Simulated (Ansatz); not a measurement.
# Decaying states in the gap of Rb2TeH2O

Aim: relax a made-up compound, Rb2TeH2O, and see how good a tunnel barrier it would be. It is built by putting Te for part of the O in the RbHO structure of space group P2_1/m, with the volume rescaled by atomic radii. The parent structure comes from the Materials Project.

Calculated with Ansatz 0.2.0; PBE DFT, plane waves, PAW files, in the first sound run; inputs show where later runs differ.

The structure was built from a prototype and need not be the compound's stable phase.

### 1. Starting point

The structure is monoclinic, space group Pm (No. 6). Conventional cell: a = 4.392 Å, b = 4.375 Å, c = 6.265 Å, α = 90.00°, β = 104.16°, γ = 90.00°. Nearest to Rb lie 4 H at 2.92 to 3.34 Å and 2 Te at 2.93 to 3.48 Å and 4 O at 3.06 to 3.18 Å. Rb has 4 H at 2.92 to 3.34 Å and 2 O at 2.93 to 3.48 Å and 4 Te at 3.06 to 3.18 Å nearest. Nearest to H lie 1 Te at 1.02 Å and 2 H at 2.38 Å and 2 O at 2.90 Å and 3 Rb at 2.92 to 3.14 Å. Nearest to H lie 1 O at 1.02 Å and 2 H at 2.38 Å and 2 Te at 2.90 Å and 3 Rb at 2.92 to 3.14 Å. Nearest to Te lie 3 H at 1.02 to 2.90 Å and 6 Rb at 2.93 to 3.48 Å. Nearest to O lie 3 H at 1.02 to 2.90 Å and 6 Rb at 2.93 to 3.48 Å. It derives from RbHO. Te for part of the O in the RbHO structure of space group P2_1/m. Farther neighbours and most contacts between anions are not listed.

### 2. Relaxing the new crystal

The substituted atoms don't fit the parent's cell, so cell and atoms relax together. A small smearing keeps the run stable in case the gap closes on the way.

input.yaml

```yaml
crystal:
  lattice:
    - [4.3915847283, 0.0, 0.0]
    - [0.0, 4.3745787303, 0.0]
    - [-1.5321668401, 0.0, 6.0749860657]
  atoms:
    - { symbol: Rb, position: [0.17333676, 0.25, 0.28828131] }
    - { symbol: Rb, position: [0.82666324, 0.75, 0.71171869] }
    - { symbol: H, position: [0.4778489, 0.25, 0.92234969] }
    - { symbol: H, position: [0.5221511, 0.75, 0.07765031] }
    - { symbol: Te, position: [0.32904153, 0.25, 0.76989259] }
    - { symbol: O, position: [0.67095847, 0.75, 0.23010741] }
kpoints:
  mp_grid: { grid: [6, 6, 4] }
scf:
  occupations: { method: gaussian, width: 0.03 }
hamiltonian:
  xc: pbe
output:
  forces: true
  stress: true
relax:
  f_tol: 0.02
  max_steps: 60
  cell: {}
```

Started as:

```bash
$ ansatz run input.yaml --threads 2 --pin off --max-ram 4096MiB --backend cpu --events-out ev --progress --plain --runs-dir out
```

Numbers of over 12 decimals in the logs are rounded to 6 here.

Log:

```text
Engine: ansatz 0.2.0, aarch64-unknown-linux-gnu
Pseudopotentials: kind: paw
Pseudopotential: Rb, paw, valence charge 9, recommended cutoff 420 eV (normal), Rb.paw.azcp
Pseudopotential: H, paw, valence charge 1, recommended cutoff 420 eV (normal), H.paw.azcp
Pseudopotential: Te, paw, valence charge 16, recommended cutoff 420 eV (normal), Te.paw.azcp
Pseudopotential: O, paw, valence charge 6, recommended cutoff 420 eV (normal), O.paw.azcp
Functional definition: PBE
  parameter kappa = 0.804
  parameter beta = 0.066725
  exchange = pbe_x(kappa = kappa, mu = beta*pi^2/3)
  correlation = pbe_c(beta = beta)
Crystal: 6 atoms, lattice volume = 116.709 Å³
Basis set: ecut = 420 eV, 2315 PW (Γ), exchange–correlation on 60×60×90 points (8 copies of the dense FFT grid, shifted against one another)
Bands: 27, of which v1, the nominal top of the filled ones, is band 21 counted from 1 (20 counted from 0)
Symmetry: 2 space group operations
Space group: Pm (ITA 6), of the structure as read, at distance tolerance 4.9e-5 Å
k-points: 56 of 144 (time reversal used)
Non-local potential: Rb, projectors of the file, l = 0: 3, l = 1: 2, l = 2: 2
Non-local potential: H, projectors of the file, l = 0: 2, l = 1: 1
Non-local potential: Te, projectors of the file, l = 0: 2, l = 1: 2, l = 2: 2, l = 3: 2
Non-local potential: O, projectors of the file, l = 0: 2, l = 1: 2, l = 2: 1
PAW form: soft (Blöchl's): semilocal exchange-correlation on the pseudo side does not see the compensation charge
PAW one-centre angular grid: Rb, 110 points (default); XC on 64 Gauss nodes
PAW one-centre angular grid: H, 110 points (default); XC on 64 Gauss nodes
PAW one-centre angular grid: Te, 590 points (default); XC on 64 Gauss nodes
PAW one-centre angular grid: O, 110 points (default); XC on 64 Gauss nodes
Initial density: superposition of atomic densities (neutral atoms: chi_scale 0, normalization atom), corrected by the library's trained network
Initial wavefunctions: pseudopotential atomic-orbital guess
Functional: x = pbe(κ = 0.804, μ = 0.219515), c = pbe(β = 0.066725)
SCF iter   1: F=—  HF=-14104.085785 eV  |F-HF|=—  |Δ(HF+E_count)|=         —  Δρ=1.20e-2  dr2=2.40e-1  ethr=1.77e-3  ⟨swp⟩=8.4  Hψ=8567  notcnv=0
preconditioner: auto → Resta (q_TF=auto, 2.301 Å⁻¹)  ε∞=3.0  [insulator: Δε(μ)=2.925 eV  Ē_g=13.025 eV  σ=0.030 eV  W_gap=1.00  n_scr=26 (ndim 8)  ℏωp=18.2 eV  f_vac=0.056  D(μ)=0.00/eV (n_scr^D=0)  ε∞_Penn≈3.0]
SCF iter   2: F=—  HF=-14104.031722 eV  |F-HF|=—  |Δ(HF+E_count)|=   5.41e-2  Δρ=4.82e-3  dr2=2.78e-2  ethr=5.70e-4  ⟨swp⟩=3.0  Hψ=3568  notcnv=0  defer=95
SCF iter   3: F=—  HF=-14104.037210 eV  |F-HF|=—  |Δ(HF+E_count)|=   5.49e-3  Δρ=2.49e-3  dr2=7.69e-3  ethr=6.61e-5  ⟨swp⟩=3.0  Hψ=2589  notcnv=0  defer=95
SCF iter   4: F=—  HF=-14104.038632 eV  |F-HF|=—  |Δ(HF+E_count)|=   1.42e-3  Δρ=1.02e-3  dr2=1.11e-3  ethr=1.83e-5  ⟨swp⟩=2.0  Hψ=2441  notcnv=0  defer=95
SCF iter   5: F=—  HF=-14104.039609 eV  |F-HF|=—  |Δ(HF+E_count)|=   9.77e-4  Δρ=2.29e-4  dr2=9.56e-5  ethr=2.64e-6  ⟨swp⟩=2.0  Hψ=2401  notcnv=0  defer=95
SCF iter   6: F=—  HF=-14104.039759 eV  |F-HF|=—  |Δ(HF+E_count)|=   1.50e-4  Δρ=4.67e-5  dr2=3.46e-6  ethr=2.28e-7  ⟨swp⟩=2.0  Hψ=2240  notcnv=0  defer=95
SCF iter   7: F=—  HF=-14104.039762 eV  |F-HF|=—  |Δ(HF+E_count)|=   2.93e-6  Δρ=1.33e-5  dr2=2.40e-7  ethr=8.24e-9  ⟨swp⟩=2.0  Hψ=2593  notcnv=0  defer=95
SCF iter   8: F=-14104.039762 eV  HF=-14104.039762 eV  |F-HF|=2.36e-8  |Δ(HF+E_count)|=   2.15e-7  Δρ=3.43e-6  dr2=1.81e-8  ethr=2.38e-10  ⟨swp⟩=5.9  Hψ=6103  notcnv=0
SCF 1 converged in 8 iterations: F = -14104.039762 eV  dr2 = 1.81e-8
  greatest PAW one-centre occupation: 1.003 electrons in one spin orbital (limit 2), on the Te atom at site 4 (counted from 0), in its partial waves of l = 2
relax step   1: F+E_penalty+E_count = -14104.03976249 eV  Δ(F+E_penalty+E_count) = +0.000e0 eV  max|allowed force component| = 4.846e1 eV/Å  Δτ_max = 0.0000 Å  P = +35.194 GPa  Ω = 116.709 Å³  (8 SCF iters, dr2 threshold 1.00e-7 eV, accepted)
Crystal: 6 atoms, lattice volume = 120.296 Å³
Basis set: ecut = 420 eV, 2371 PW (Γ), exchange–correlation on 60×60×90 points (8 copies of the dense FFT grid, shifted against one another)
Initial density: handed on by an earlier stage of this run
Initial wavefunctions: those handed on with the density
iter 1 solved again at ethr=6.64e-4 eV; its pass at ethr=3.10e-3 eV (dr2=2.79e-1 eV) is discarded
SCF iter   1: F=—  HF=-14113.473026 eV  |F-HF|=—  |Δ(HF+E_count)|=         —  Δρ=2.13e-2  dr2=2.85e-1  ethr=6.64e-4  ⟨swp⟩=1.1  Hψ=9317  notcnv=0
preconditioner: auto → Resta (q_TF=auto, 2.289 Å⁻¹)  ε∞=3.0  [insulator: Δε(μ)=2.687 eV  Ē_g=12.709 eV  σ=0.030 eV  W_gap=1.00  n_scr=26 (ndim 8)  ℏωp=17.9 eV  f_vac=0.060  D(μ)=0.00/eV (n_scr^D=0)  ε∞_Penn≈3.0]
SCF iter   2: F=—  HF=-14113.434774 eV  |F-HF|=—  |Δ(HF+E_count)|=   3.83e-2  Δρ=1.01e-2  dr2=5.38e-2  ethr=6.64e-4  ⟨swp⟩=2.9  Hψ=3368  notcnv=0
SCF iter   3: F=—  HF=-14113.437007 eV  |F-HF|=—  |Δ(HF+E_count)|=   2.23e-3  Δρ=3.80e-3  dr2=1.29e-2  ethr=1.28e-4  ⟨swp⟩=3.0  Hψ=3343  notcnv=0  defer=83
SCF iter   4: F=—  HF=-14113.434609 eV  |F-HF|=—  |Δ(HF+E_count)|=   2.40e-3  Δρ=8.63e-4  dr2=5.88e-4  ethr=3.06e-5  ⟨swp⟩=2.0  Hψ=2459  notcnv=0  defer=85
SCF iter   5: F=—  HF=-14113.434638 eV  |F-HF|=—  |Δ(HF+E_count)|=   2.89e-5  Δρ=1.76e-4  dr2=4.35e-5  ethr=1.40e-6  ⟨swp⟩=2.0  Hψ=2205  notcnv=0  defer=85
SCF iter   6: F=—  HF=-14113.434660 eV  |F-HF|=—  |Δ(HF+E_count)|=   2.22e-5  Δρ=4.90e-5  dr2=3.46e-6  ethr=1.04e-7  ⟨swp⟩=2.0  Hψ=2107  notcnv=0  defer=85
SCF iter   7: F=-14113.434664 eV  HF=-14113.434664 eV  |F-HF|=2.10e-7  |Δ(HF+E_count)|=   3.32e-6  Δρ=1.04e-5  dr2=1.98e-7  ethr=1.43e-9  ⟨swp⟩=6.0  Hψ=6320  notcnv=0
SCF 2 converged in 7 iterations: F = -14113.434664 eV  dr2 = 1.98e-7
  greatest PAW one-centre occupation: 0.998 electrons in one spin orbital (limit 2), on the Te atom at site 4 (counted from 0), in its partial waves of l = 2
relax step   2: F+E_penalty+E_count = -14113.43466376 eV  Δ(F+E_penalty+E_count) = -9.395e0 eV  max|allowed force component| = 8.454e0 eV/Å  Δτ_max = 0.1945 Å  P = +15.748 GPa  Ω = 120.296 Å³  energy of the carried Pulay correction = -4.762e-3 eV  (7 SCF iters, dr2 threshold 6.00e-7 eV, accepted)
Crystal: 6 atoms, lattice volume = 135.152 Å³
Basis set: ecut = 420 eV, 2639 PW (Γ), exchange–correlation on 60×60×90 points (8 copies of the dense FFT grid, shifted against one another)
iter 1 solved again at ethr=7.53e-4 eV; its pass at ethr=3.10e-3 eV (dr2=3.16e-1 eV) is discarded
[...]
relax step  23: F+E_penalty+E_count = -14116.48303243 eV  Δ(F+E_penalty+E_count) = -1.377e-2 eV  max|allowed force component| = 9.272e-2 eV/Å  Δτ_max = 0.0889 Å  P = +0.161 GPa  Ω = 175.618 Å³  energy of the carried Pulay correction = -1.515e-2 eV  (7 SCF iters, dr2 threshold 6.00e-7 eV, accepted)
relax step  24: F+E_penalty+E_count = -14116.47666154 eV  Δ(F+E_penalty+E_count) = +6.371e-3 eV  max|allowed force component| = 7.645e-2 eV/Å  Δτ_max = 0.0702 Å  P = +0.039 GPa  Ω = 178.575 Å³  energy of the carried Pulay correction = -1.922e-2 eV  (7 SCF iters, dr2 threshold 5.37e-7 eV, rejected (line search))
relax step  25: F+E_penalty+E_count = -14116.48261379 eV  Δ(F+E_penalty+E_count) = +4.186e-4 eV  max|allowed force component| = 1.741e-2 eV/Å  Δτ_max = 0.0241 Å  P = +0.044 GPa  Ω = 178.153 Å³  energy of the carried Pulay correction = -1.865e-2 eV  (10 SCF iters, accepted)
relax step  26: F+E_penalty+E_count = -14116.48140525 eV  Δ(F+E_penalty+E_count) = +1.209e-3 eV  max|allowed force component| = 3.163e-2 eV/Å  Δτ_max = 0.0150 Å  P = -0.003 GPa  Ω = 179.224 Å³  energy of the carried Pulay correction = -2.025e-2 eV  (7 SCF iters, dr2 threshold 3.61e-8 eV, accepted)
relax step  27: F+E_penalty+E_count = -14116.48110146 eV  Δ(F+E_penalty+E_count) = +3.038e-4 eV  max|allowed force component| = 2.360e-2 eV/Å  Δτ_max = 0.0197 Å  P = +0.027 GPa  Ω = 179.519 Å³  energy of the carried Pulay correction = -2.073e-2 eV  (7 SCF iters, dr2 threshold 6.25e-8 eV, accepted)
relax step  28: F+E_penalty+E_count = -14116.48024079 eV  Δ(F+E_penalty+E_count) = +8.607e-4 eV  max|allowed force component| = 3.125e-2 eV/Å  Δτ_max = 0.0192 Å  P = -0.022 GPa  Ω = 180.313 Å³  energy of the carried Pulay correction = -2.202e-2 eV  (6 SCF iters, dr2 threshold 3.48e-8 eV, accepted)
relax step  29: F+E_penalty+E_count = -14116.47986951 eV  Δ(F+E_penalty+E_count) = +3.713e-4 eV  max|allowed force component| = 1.693e-2 eV/Å  Δτ_max = 0.0360 Å  P = +0.023 GPa  Ω = 180.684 Å³  energy of the carried Pulay correction = -2.260e-2 eV  (7 SCF iters, dr2 threshold 6.10e-8 eV, accepted)
relax step  30: F+E_penalty+E_count = -14116.47946986 eV  Δ(F+E_penalty+E_count) = +3.997e-4 eV  max|allowed force component| = 1.630e-2 eV/Å  Δτ_max = 0.0118 Å  P = -0.004 GPa  Ω = 181.081 Å³  energy of the carried Pulay correction = -2.327e-2 eV  (7 SCF iters, dr2 threshold 6.70e-9 eV, accepted)
relax step  31: F+E_penalty+E_count = -14116.47921845 eV  Δ(F+E_penalty+E_count) = +2.514e-4 eV  max|allowed force component| = 1.285e-2 eV/Å  Δτ_max = 0.0137 Å  P = -0.004 GPa  Ω = 181.215 Å³  energy of the carried Pulay correction = -2.351e-2 eV  (9 SCF iters, accepted)
relax step  32: F+E_penalty+E_count = -14116.50500617 eV  Δ(F+E_penalty+E_count) = -2.579e-2 eV  max|allowed force component| = 1.936e-2 eV/Å  Δτ_max = 0.0000 Å  P = +0.022 GPa  Ω = 181.215 Å³  stress off target by 5.42e-2 GPa  SCF on the basis re-selected at this cell (its energy is not comparable with the rows above)  (8 SCF iters)
relax step  33: F+E_penalty+E_count = -14116.50515305 eV  Δ(F+E_penalty+E_count) = -1.469e-4 eV  max|allowed force component| = 2.347e-3 eV/Å  Δτ_max = 0.0079 Å  P = -0.003 GPa  Ω = 181.739 Å³  energy of the carried Pulay correction = -2.473e-4 eV  (7 SCF iters, dr2 threshold 7.35e-9 eV, accepted)
relax step  34: F+E_penalty+E_count = -14116.50528513 eV  Δ(F+E_penalty+E_count) = -1.321e-4 eV  max|allowed force component| = 3.329e-3 eV/Å  Δτ_max = 0.0054 Å  P = +0.002 GPa  Ω = 181.627 Å³  energy of the carried Pulay correction = -1.478e-4 eV  (8 SCF iters, accepted)
iter 1 solved again at ethr=2.82e-7 eV; its pass at ethr=3.10e-3 eV (dr2=1.19e-4 eV) is discarded
SCF iter   1: F=—  HF=-14116.504928 eV  |F-HF|=—  |Δ(HF+E_count)|=         —  Δρ=6.23e-5  dr2=2.70e-7  ethr=2.82e-7  ⟨swp⟩=4.3  Hψ=13664  notcnv=0
preconditioner: auto → Resta (q_TF=auto, 2.137 Å⁻¹)  ε∞=2.6  [insulator: Δε(μ)=2.227 eV  Ē_g=11.125 eV  σ=0.030 eV  W_gap=1.00  n_scr=34 (ndim 8)  ℏωp=14.0 eV  f_vac=0.188  D(μ)=0.00/eV (n_scr^D=0)  ε∞_Penn≈2.6]
SCF iter   2: F=—  HF=-14116.505322 eV  |F-HF|=—  |Δ(HF+E_count)|=   3.94e-4  Δρ=3.15e-5  dr2=8.97e-8  ethr=6.43e-10  ⟨swp⟩=2.6  Hψ=2681  notcnv=0
SCF iter   3: F=—  HF=-14116.505449 eV  |F-HF|=—  |Δ(HF+E_count)|=   1.26e-4  Δρ=1.24e-5  dr2=1.79e-8  ethr=2.14e-10  ⟨swp⟩=2.0  Hψ=2296  notcnv=0
SCF iter   4: F=—  HF=-14116.505470 eV  |F-HF|=—  |Δ(HF+E_count)|=   2.18e-5  Δρ=6.31e-7  dr2=2.81e-10  ethr=4.27e-11  ⟨swp⟩=2.0  Hψ=2296  notcnv=0
SCF iter   5: F=-14116.505470 eV  HF=-14116.505470 eV  |F-HF|=3.31e-10  |Δ(HF+E_count)|=   2.07e-8  Δρ=1.46e-7  dr2=4.94e-11  ethr=1.00e-12  ⟨swp⟩=6.0  Hψ=6337  notcnv=0
SCF 35 converged in 5 iterations: F = -14116.505470 eV  dr2 = 4.94e-11
relax step  35: F+E_penalty+E_count = -14116.50547046 eV  Δ(F+E_penalty+E_count) = -1.853e-4 eV  max|allowed force component| = 3.075e-3 eV/Å  Δτ_max = 0.0000 Å  P = +0.002 GPa  Ω = 181.627 Å³  stress off target by 1.14e-2 GPa  SCF on the basis re-selected at this cell (its energy is not comparable with the rows above)  (5 SCF iters)
basis re-selected at this cell: Δ(F+E_penalty+E_count) = -1.853e-4 eV, ΔP = -0.000 GPa vs the last step (what re-selecting the basis moved, of the pressure what is left beyond the Pulay correction that the steps carried, after the strain that the cell walked since its last selection, with what the two solves' SCF thresholds leave and, on support functions, any second-order correction that the steps lacked; it is no m [...]
SCF converged after 5 iterations
Free energy (F): -14116.505470 eV
Harris-Foulkes:  -14116.505470 eV  (|F-HF|=3.31e-10)
Internal energy: -14116.505470 eV  (E = F + TS)
E sigma→0 (E₀):  -14116.505470 eV
Fermi energy:    3.060606 eV
--- Per-component energies (eV) ---
  E_band       = -561.879624
  E_kinetic    = 767.912430
  E_local      = -3599.923911  (includes V_loc(G=0)·N_el)
  E_nonlocal   = 87.637263
  E_hartree    = 1585.006929
  E_xc         = -477.629764
  E_vxc        = -495.664710  (∫ρ·V_xc dr)
  E_paw        = -10057.973282  (= ΣΔE_a)
  E_vpaw       = -491.854558  (= ΣTr[D̂ρ^β])
  E_aug_tail   = -0.000142  (compensation charges beyond the density's cutoff)
  E_ewald      = -2421.534993
  E_smearing   = -0.000000  (= −TS)
  E_closure    = 0.000000  (closes the sum)
  Σ components = -14116.505470   (vs F -14116.505470, Δ=0.00e0)
--- Forces (eV/Å), atoms counted from 1 ---
  atom   1  Rb     0.00100858    -0.00000000    -0.00056134
  atom   2  Rb     0.00104010     0.00000000    -0.00095931
  atom   3  H      0.00104495     0.00000000     0.00104549
  atom   4  H     -0.00182785     0.00000000    -0.00283520
  atom   5  Te    -0.00282914     0.00000000     0.00023463
  atom   6  O      0.00156239    -0.00000000     0.00307482
  max |Σ_I F_I| component: 9.71e-7 eV/Å
--- Stress (GPa, compression-positive) ---
       -0.003778       0.000000       0.000861
        0.000000      -0.001346      -0.000000
        0.000861      -0.000000       0.011331
  P = ⅓ Tr σ = 0.0021 GPa (0.021 kbar)
--- Relaxed structure (32 steps of the walk, 29 accepted, 3 SCFs on fresh bases) ---
  F+E_penalty+E_count = -14116.50547046 eV   max|allowed force component| = 3.075e-3 eV/Å   (the final SCF, on the basis selected at the relaxed cell)
  cell:  # Å, volume = 181.6273 Å³
    - [4.703951, 3.9390993955182146e-18, 0.017740]
    - [3.923845604327456e-18, 5.127586, 2.3269088005828635e-16]
    - [-1.616607, 3.2176398108907913e-16, 7.524082]
  atoms:
    - { symbol: Rb, position: [0.015588, 0.250000, 0.244374] }
    - { symbol: Rb, position: [0.718200, 0.75, 0.628273] }
    - { symbol: H, position: [0.634206, 0.25, 0.859739] }
    - { symbol: H, position: [0.609593, 0.75, 0.179711] }
    - { symbol: Te, position: [0.269844, 0.25, 0.797267] }
    - { symbol: O, position: [0.752568, 0.75, 0.290635] }
```

Elapsed: 4.5 min, on 2 threads of Arm Neoverse V2, shared host; peak memory 0.54 GiB.

Relaxation path (22 of 35):

```
step  energy less that of the first step (eV)  largest force component (eV/Å)  pressure (GPa)  volume (Å³)
   1                                   0.0000                         48.4562           35.19       116.71
   3                                 -11.0837                          4.4759            7.23       135.15
   4                                 -11.8560                          1.5048            2.77       147.46
   6                                 -12.1607                          0.3470            0.37       159.96
   7                                 -12.1747                          0.2803            0.33       161.23
   9                                 -12.1897                          0.0571            0.12       162.86
  11                                 -12.1967                          0.3268           -0.40       164.11
  12                                 -12.2016                          0.0980           -0.14       163.42
  14                                 -12.2106                          0.2699           -0.04       160.05
  16                                 -12.2140                          0.0815           -0.08       160.50
  17                                 -12.2148                          0.0403            0.06       159.91
  19                                 -12.2153                          0.0201            0.02       160.01
  20                                 -12.2153                          0.0045           -0.01       160.11
  22                                 -12.4295                          0.0391            0.62       167.17
  24                                 -12.4369                          0.0765            0.04       178.57
  25                                 -12.4429                          0.0174            0.04       178.15
  27                                 -12.4413                          0.0236            0.03       179.52
  29                                 -12.4401                          0.0169            0.02       180.68
  30                                 -12.4397                          0.0163            0.00       181.08
 32*                                 -12.4652                          0.0194            0.02       181.21
  33                                 -12.4654                          0.0023            0.00       181.74
 35*                                 -12.4657                          0.0031            0.00       181.63
```

Relaxation steps marked * repeat the geometry before them on a plane-wave basis chosen anew for their cell, so energy and pressure can jump there. Other such steps can lie between the rows shown. Relaxation steps 15, 18, 24 were tried and not accepted.

The run keeps the 2 symmetry operations that it works with, so distortions that break them were not tested.

```
     cell as run  before   after   change
           a (Å)   4.392   4.704   +7.1 %
           b (Å)   4.375   5.128  +17.2 %
           c (Å)   6.265   7.696  +22.8 %
           β (°)  104.16  101.91   -2.2 %
volume (Å³/atom)   19.45   30.27  +55.6 %
```

The atoms that moved most (Å, as changes of fractional coordinates times the final cell):

```
atom      dx     dy      dz  length
  H3   0.837  0.000  -0.468   0.959
  H4   0.246  0.000   0.769   0.808
 Rb1  -0.671  0.000  -0.333   0.749
 Rb2  -0.375  0.000  -0.630   0.733
  O6   0.286  0.000   0.457   0.539
 Te5  -0.323  0.000   0.205   0.382
```

The relaxed structure:

```xyz
6
Lattice="4.7040 0.0000 0.0177 0.0000 5.1276 0.0000 -1.6166 0.0000 7.5241" Properties=species:S:1:pos:R:3 pbc="T T T"
Rb   -0.3217    1.2819    1.8390
Rb    2.3627    3.8457    4.7399
H     1.5934    1.2819    6.4800
H     2.5770    3.8457    1.3630
Te   -0.0195    1.2819    6.0035
O     3.0702    3.8457    2.2001
```

This step gave:

| Item | Value |
| --- | --- |
| free energy | -14116.5055 eV |
| Fermi energy | 3.061 eV |
| pressure | 0.002069 GPa |

The largest force component on a free atom ends at 0.0031 eV/Å.

(Continued in part 2 of 4.)

[Logs are printed without paths, hosts, clocks, repeated set-up lines and the standing remarks that a program may print on its own settings, such as how far it seeks lower states.]

[Hosts, paths, dates, database ids (printed as entryN), source tags and the programs' standing remarks are cut or masked in the printed files.]
